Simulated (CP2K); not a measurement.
The N K edge of isocyanooxirane was computed by TDDFT (CP2K XAS_TDP, aug-cc-pVDZ, TDA) at these levels: PBE0, PBEh(45%) and PBEh(45%) + GW2X. The first three lines of N2 (bonded to 2 C) with a strength over 0.0015, energy in eV and strength:

| run | first | second | third |
| --- | --- | --- | --- |
| 1 | 390.08 (0.025) | 390.26 (0.030) | 392.72 (0.003) |
| 2 | 396.93 (0.034) | 396.99 (0.039) | 400.11 (0.002) |
| 3 | 402.05 (0.034) | 402.11 (0.039) | 405.23 (0.002) |

Q: Which run is which?

Run 1: PBE0 (25 % exact exchange). Run 2: PBEh(45%) (45 % exact exchange). Run 3: PBEh(45%) + GW2X (45 % exact exchange). Self-interaction lifts the core level, so the uncorrected lines rise with the share of exact exchange. The GW2X run keeps the spacings of its parent: 0.06 eV between the first two lines in run 3, 0.06 eV in run 2. Its shift is +5.12 eV, since the Kohn–Sham level at this share of exchange lies that far above the quasiparticle level.

[Hosts, paths, dates, database ids (printed as entryN), source tags and the programs' standing remarks are cut or masked in the printed files.]
